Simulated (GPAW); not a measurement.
Consider LiHF2 (R-3m).

```xyz
4
Lattice="1.4670 0.8470 4.3667 -1.4670 0.8470 4.3667 0.0000 -1.6939 4.3667" Properties=species:S:1:pos:R:3 pbc="T T T"
F     0.0000    0.0000    7.6858
F     0.0000    0.0000    5.4143
Li    0.0000    0.0000    0.0000
H     0.0000    0.0000    6.5500
```

Absorber: atom 1, with 1 H at 1.14 Å and 3 Li at 1.99 Å (distorted tetrahedral, site symmetry 3m). Method: GPAW, LDA, full core hole (charged cell), 16-atom cell with 5.5 Å between holes, 5×5×5 k points, dipole transitions, Gaussian full width 0.9 eV up to 4 eV, rising linearly to 3.5 eV at 25 eV.

Q: Where do the maxima of the F K edge fall?

Main maxima up to 24 eV above the zero (height): 1.3 eV (0.61), 4.8 eV (3.23), 6.9 eV (2.82) and 15.8 eV (0.51). A K edge sees empty p states on the absorber. The total-energy difference plus the lowest empty eigenvalue puts the zero at 692.36 eV. One term is added: -9.89 eV, since the hole is spin-paired here and a spin-polarised one costs that much less in the free atom (computed apart). The photon energy is then 682.47 eV. The functional and the charged cell's background leave an error in such absolute values: in the free atom LDA prices this hole 4.7 eV below PBE (computed apart), and PBE is itself good to a few eV.

The F K spectrum (energy from the lowest empty level; intensity scaled to a mean of 1 over the first 20 eV; polarised curves are means over the symmetry-equivalent atoms):

```tsv
E (eV)	isotropic	ε ⊥ c	ε ∥ c
-2.0	0.00	0.00	0.00
-1.4	0.00	0.00	0.00
-0.8	0.00	0.00	0.00
-0.2	0.03	0.00	0.07
0.4	0.18	0.04	0.48
1.0	0.54	0.09	1.43
1.6	0.50	0.08	1.33
2.2	0.51	0.52	0.49
2.8	1.16	1.22	1.05
3.4	1.28	1.26	1.31
4.0	1.89	1.77	2.13
4.6	3.07	2.08	5.05
5.2	2.83	2.02	4.45
5.8	2.26	2.19	2.41
6.4	2.57	1.91	3.88
7.0	2.81	1.51	5.41
7.6	2.28	1.69	3.47
8.2	1.57	1.66	1.39
8.8	1.05	1.15	0.84
9.4	0.81	0.82	0.81
10.0	0.83	0.85	0.78
10.6	0.84	0.94	0.63
11.2	0.71	0.85	0.44
11.8	0.52	0.64	0.29
12.4	0.35	0.44	0.19
13.0	0.24	0.30	0.13
13.6	0.23	0.29	0.12
14.2	0.31	0.39	0.15
14.8	0.42	0.54	0.19
15.4	0.50	0.62	0.25
16.0	0.51	0.60	0.32
16.6	0.47	0.51	0.38
17.2	0.41	0.41	0.39
17.8	0.36	0.35	0.37
18.4	0.34	0.34	0.33
19.0	0.36	0.38	0.31
19.6	0.41	0.45	0.32
20.2	0.47	0.54	0.34
20.8	0.53	0.61	0.37
21.4	0.59	0.68	0.40
22.0	0.64	0.74	0.44
22.6	0.71	0.82	0.50
23.2	0.79	0.90	0.55
23.8	0.86	0.99	0.60
24.4	0.92	1.08	0.61
25.0	0.96	1.15	0.58
25.6	0.97	1.19	0.53
26.2	0.97	1.22	0.47
26.8	0.96	1.23	0.42
27.4	0.95	1.22	0.41
28.0	0.94	1.18	0.44
28.6	0.91	1.12	0.50
29.2	0.88	1.03	0.58
29.8	0.85	0.93	0.67
30.4	0.82	0.85	0.76
31.0	0.81	0.79	0.84
31.6	0.82	0.79	0.89
```

The holes are only 5.5 Å apart, so the shape is probably not converged with cell size; no larger cell was run here. The mesh is coarse (0.27 Å⁻¹ between points), so small maxima may be mesh ripples. The structure is a computed Materials Project entry and may be a hypothetical form.

[Banner, clock and machine lines of the logs are left out without a mark of their own.]

[Logs are printed without paths, hosts, clocks, repeated set-up lines and the standing remarks that a program may print on its own settings, such as how far it seeks lower states.]

[Hosts, paths, dates, database ids (printed as entryN), source tags and the programs' standing remarks are cut or masked in the printed files.]

[Lists of maxima count a maximum above −3 eV only where it reaches 4 % of the highest in the window and stands out from its surroundings by 2 % of it (1.5 % where it reaches 55 %); shoulders and weaker maxima are passed over, and of the rest the first, up to two pre-edge ones and the few strongest are named.]
